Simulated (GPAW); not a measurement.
The N K edge of atom 2 in TaN (P-6m2), with 6 Ta at 2.23 Å (trigonal prismatic, site symmetry -6m2), was computed in 2 ways: excited-electron core hole (neutral cell) and no core hole. Program and functional: GPAW, LDA, without spin-orbit coupling, Gaussian full width 0.9 eV up to 4 eV, rising linearly to 3.5 eV at 25 eV; cells of 2 and 16 atoms (the run without a hole in the smaller).

Each run is counted from its own lowest empty level or Fermi level and scaled to a mean of 1 over its first 20 eV.

| E (eV) | run 1 | run 2 |
| --- | --- | --- |
| -2.00 | 0.00 | 0.00 |
| -1.25 | 0.00 | 0.00 |
| -0.50 | 0.00 | 0.06 |
| 0.25 | 0.02 | 0.98 |
| 1.00 | 0.22 | 1.90 |
| 1.75 | 0.75 | 2.19 |
| 2.50 | 1.14 | 2.52 |
| 3.25 | 1.28 | 2.32 |
| 4.00 | 1.65 | 1.95 |
| 4.75 | 2.05 | 1.67 |
| 5.50 | 2.21 | 1.21 |
| 6.25 | 2.37 | 0.63 |
| 7.00 | 1.68 | 0.46 |
| 7.75 | 0.88 | 0.63 |
| 8.50 | 0.71 | 0.79 |
| 9.25 | 0.85 | 0.70 |
| 10.00 | 0.90 | 0.72 |
| 10.75 | 0.80 | 0.95 |
| 11.50 | 0.90 | 0.88 |
| 12.25 | 1.03 | 0.68 |
| 13.00 | 0.93 | 0.66 |
| 13.75 | 0.77 | 0.71 |
| 14.50 | 0.76 | 0.64 |
| 15.25 | 0.80 | 0.56 |
| 16.00 | 0.75 | 0.57 |
| 16.75 | 0.68 | 0.60 |
| 17.50 | 0.68 | 0.58 |
| 18.25 | 0.68 | 0.51 |
| 19.00 | 0.63 | 0.41 |
| 19.75 | 0.52 | 0.33 |
| 20.50 | 0.41 | 0.32 |
| 21.25 | 0.35 | 0.35 |
| 22.00 | 0.34 | 0.40 |
| 22.75 | 0.36 | 0.44 |
| 23.50 | 0.39 | 0.46 |
| 24.25 | 0.41 | 0.47 |
| 25.00 | 0.41 | 0.49 |
| 25.75 | 0.42 | 0.52 |
| 26.50 | 0.42 | 0.57 |
| 27.25 | 0.44 | 0.65 |
| 28.00 | 0.48 | 0.73 |
| 28.75 | 0.54 | 0.79 |
| 29.50 | 0.62 | 0.79 |
| 30.25 | 0.68 | 0.76 |
| 31.00 | 0.69 | 0.72 |
| 31.75 | 0.67 | 0.72 |

Q: Which run is which?

Run 1: no core hole (area from −2 to 6 eV 7.3, main maxima 6.1 eV (2.39), 9.8 eV (0.91) and 12.3 eV (1.03)). Run 2: excited-electron core hole (neutral cell) (area from −2 to 6 eV 11.2, main maxima 2.6 eV (2.53), 8.6 eV (0.80), 11.0 eV (0.97) and 13.7 eV (0.71)). With each curve scaled to its own mean, the area from −2 to 6 eV with the hole is 11.2 against 7.3, and the centre of weight from −1 to 20 eV moves by -1.9 eV: the hole pulls the absorber's empty states down.

[Hosts, paths, dates, database ids (printed as entryN), source tags and the programs' standing remarks are cut or masked in the printed files.]

[Lists of maxima count a maximum above −3 eV only where it reaches 4 % of the highest in the window and stands out from its surroundings by 2 % of it (1.5 % where it reaches 55 %); shoulders and weaker maxima are passed over, and of the rest the first, up to two pre-edge ones and the few strongest are named.]
